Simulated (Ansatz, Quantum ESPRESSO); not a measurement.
## BN (F-43m): the LO frequency by hand

Aim: work out the LO frequency and the static dielectric constant of BN (F-43m) from one linear-response run, then check them.

Calculated with Quantum ESPRESSO 8.0 development, patched; DFT LDA, scalar-relativistic, plane waves, PseudoDojo norm-conserving pseudopotentials.

**1. The structure**

Symmetry: F-43m, No. 216, cubic system. Conventional cell: a = 3.581 Å, b = 3.581 Å, c = 3.581 Å, α = 90.00°, β = 90.00°, γ = 90.00°. Nearest to B lie 4 N at 1.55 Å. Nearest to N lie 4 B at 1.55 Å. Farther neighbours and most contacts between anions are not listed.

**2. What the response run gave**

A linear-response run on the relaxed cell, with the response to an electric field; only its zone-centre results are used. Cutoff 84 Ry, k mesh 12×12×12.

The log of the run:

```text
[banners, grids, parts of the stress and lines that vanish by symmetry left out]
Program PHONON v.8.0dev
     Dynamical matrices for q-points given in input
     (   1q-points):
[...]
Exchange-correlation= PW
                           (   1   4   0   0   0   0   0)
[...]
kinetic-energy cut-off    =      84.0000  Ry
     charge density cut-off    =     336.0000  Ry
     convergence threshold     =      1.0E-18
[...]
Exchange-correlation= PW
                           (   1   4   0   0   0   0   0)
[...]
q = (   0.0000000   0.0000000   0.0000000 )
     25 Sym.Ops. (with q -> -q+G )
     G cutoff =  389.8215  (   7991 G-vectors)     FFT grid: ( 27, 27, 27)
     number of k points=    72
[...]
Mode symmetry, T_d (-43m)  point group:
[...]
Dielectric constant
[...]
End of electric fields calculation
          Dielectric constant in cartesian axis
          (       4.506805968       0.000000000       0.000000000 )
          (       0.000000000       4.506805968      -0.000000000 )
          (       0.000000000      -0.000000000       4.506805968 )
          Effective charges (d Force / dE) in cartesian axis without acoustic sum rule applied (asr)
           atom    1  B     Mean Z*:        1.87835
      Ex  (        1.87835        0.00000        0.00000 )
      Ey  (        0.00000        1.87835        0.00000 )
      Ez  (        0.00000        0.00000        1.87835 )
           atom    2  N     Mean Z*:       -1.87843
      Ex  (       -1.87843        0.00000        0.00000 )
      Ey  (       -0.00000       -1.87843       -0.00000 )
      Ez  (        0.00000       -0.00000       -1.87843 )
          Effective charges Sum: Mean:       -0.00008
[...]
Effective charges (d Force / dE) in cartesian axis with asr applied:
           atom    1  B     Mean Z*:        1.87839
[...]
atom    2  N     Mean Z*:       -1.87839
[...]
Dielectric constant from finite-differences
          (       4.506726133      -0.000000000       0.000000000 )
          (      -0.000000000       4.506726133      -0.000000000 )
          (       0.000000000      -0.000000000       4.506726133 )
[...]
(      -0.000000000      -0.000000000       0.000000000 )
          (      -0.000000000       0.000000000       3.796691688 )
          (       0.000000000       3.796691688       0.000000000 )
          (      -0.000000000      -0.000000000       3.796691688 )
          (      -0.000000000      -0.000000000      -0.000000000 )
          (       3.796691688      -0.000000000       0.000000000 )
          (      -0.000000000       3.796691688       0.000000000 )
          (       3.796691688      -0.000000000       0.000000000 )
[...]
(      -0.000000000       0.000000000      -0.000000000 )
          (       0.801587175       0.000000000       0.000000000 )
          (      -0.000000000       0.801587175      -0.000000000 )
          (       0.801587175      -0.000000000       0.000000000 )
          (       0.000000000      -0.000000000      -0.000000000 )
[...]
Representation #   1 modes #   1   2   3
[...]
End of self-consistent calculation
     Convergence has been achieved
     Representation #   2 modes #   4   5   6
[...]
End of self-consistent calculation
     Convergence has been achieved
[...]
Dielectric constant in cartesian axis
          (       4.506805968       0.000000000       0.000000000 )
          (       0.000000000       4.506805968      -0.000000000 )
          (       0.000000000      -0.000000000       4.506805968 )
          Effective charges (d Force / dE) in cartesian axis without acoustic sum rule applied (asr)
           atom    1  B     Mean Z*:        1.87835
      Ex  (        1.87835        0.00000        0.00000 )
      Ey  (        0.00000        1.87835        0.00000 )
      Ez  (        0.00000        0.00000        1.87835 )
           atom    2  N     Mean Z*:       -1.87843
      Ex  (       -1.87843        0.00000        0.00000 )
      Ey  (       -0.00000       -1.87843       -0.00000 )
      Ez  (        0.00000       -0.00000       -1.87843 )
          Effective charges Sum: Mean:       -0.00008
[...]
Effective charges (d Force / dE) in cartesian axis with asr applied:
           atom    1  B     Mean Z*:        1.87839
[...]
atom    2  N     Mean Z*:       -1.87839
[...]
q = (    0.000000000   0.000000000   0.000000000 )
[...]
freq (    1) =       0.047428 [THz] =       1.582018 [cm-1]
     freq (    2) =       0.047428 [THz] =       1.582018 [cm-1]
     freq (    3) =       0.047428 [THz] =       1.582018 [cm-1]
     freq (    4) =      32.037839 [THz] =    1068.667278 [cm-1]
     freq (    5) =      32.037839 [THz] =    1068.667278 [cm-1]
     freq (    6) =      32.037839 [THz] =    1068.667278 [cm-1]
[...]
Mode symmetry, T_d (-43m)  point group:
     freq (   1-   3) =          1.6  [cm-1]   --> T_2  G_15 P_4   I+R
     freq (   4-   6) =       1068.7  [cm-1]   --> T_2  G_15 P_4   I+R

   JOB DONE.
```

```
                       quantity   value
             cell volume Ω (Å³)  11.483
                  mass of B (u)  10.810
                  mass of N (u)  14.007
      Born charge of B, raw (e)   1.878
      Born charge of N, raw (e)  -1.878
                             ε∞   4.507
ω(TO) after the sum rule (cm⁻¹)  1068.7
```

**3. The calculation**

The charges must sum to zero over the cell; taking off their mean, 0.000 e, leaves Z* = 1.878 e on B. In the polar mode B moves against N, so the reduced mass is μ = 10.81 × 14.01 / 24.82 = 6.101 u.

A longitudinal wave builds up a field that adds to the restoring force: ω(LO)² = ω(TO)² + 4π Z*² / (μ Ω ε∞), in Hartree atomic units. With μ = 11122 electron masses and Ω = 77.49 bohr³ the second term is 1.1415e-05 Ha², or 549839 cm⁻² (1 Ha = 219474.6 cm⁻¹).

So ω(LO) = √(1142056 + 549839) = 1300.7 cm⁻¹, and by the Lyddane-Sachs-Teller relation ε₀ = ε∞ (ω(LO)/ω(TO))² = 6.68.

**4. Check against the program**

The analysis program adds the same non-analytic term to the full matrix, here for q along (1 0 0).

The log of the run:

```text
[banner, memory and clock lines left out]
Program DYNMAT v.8.0dev

     Reading Dynamical Matrix from file g.dyn
     ...Force constants read
     ...epsilon and Z* read
     ...Raman cross sections read

     Polarizability (A^3 units)
     multiply by 0.461056 for Clausius-Mossotti correction (not under assume_isolated = 'mt')
         3.204606    0.000000    0.000000
         0.000000    3.204606   -0.000000
         0.000000   -0.000000    3.204606

     IR activities are in (D/A)^2/amu units
     Raman activities are in A^4/amu units
     multiply Raman by 0.045187 for Clausius-Mossotti correction (not under assume_isolated = 'mt')

# mode   [cm-1]    [THz]      IR          Raman   depol.fact
    1      0.00    0.0000    0.0000         0.0000    0.7500
    2      0.00    0.0000    0.0000         0.0000    0.7500
    3      0.00    0.0000    0.0000         0.0000    0.7500
    4   1068.67   32.0378   13.3419         6.5953    0.7500
    5   1068.67   32.0378   13.3419         6.5953    0.7500
    6   1300.72   38.9947   13.3419         6.5953    0.7500
```

ε₀ comes from the program's run without a direction of q.

```
    quantity  by hand  program
ω(LO) (cm⁻¹)   1300.7   1300.7
          ε₀     6.68     6.68
```

**5. What came out**

* TO mode: 1069 cm⁻¹
* LO mode: 1301 cm⁻¹
* static dielectric constant: 6.677

The LO mode of BN (F-43m) lies at 1301 cm⁻¹, 232 cm⁻¹ above the TO mode; the formula meets the program within 0.1 cm⁻¹, as it must for a cubic crystal with one polar mode. ω(LO)² − ω(TO)² goes with Z*²/ε∞: an error of 5 % in ε∞ would move the LO mode by 10.1 cm⁻¹, and semilocal functionals tend to overestimate ε∞. These are harmonic values at zero temperature, at the volume of this functional, for the structure held cubic; stability elsewhere in the zone is no part of this calculation.

[Host names and launcher messages were left out of these logs when they were recorded.]

[Logs are printed without paths, hosts, clocks, repeated set-up lines and the standing remarks that a program may print on its own settings, such as how far it seeks lower states.]

[Hosts, paths, dates, database ids (printed as entryN), source tags and the programs' standing remarks are cut or masked in the printed files.]
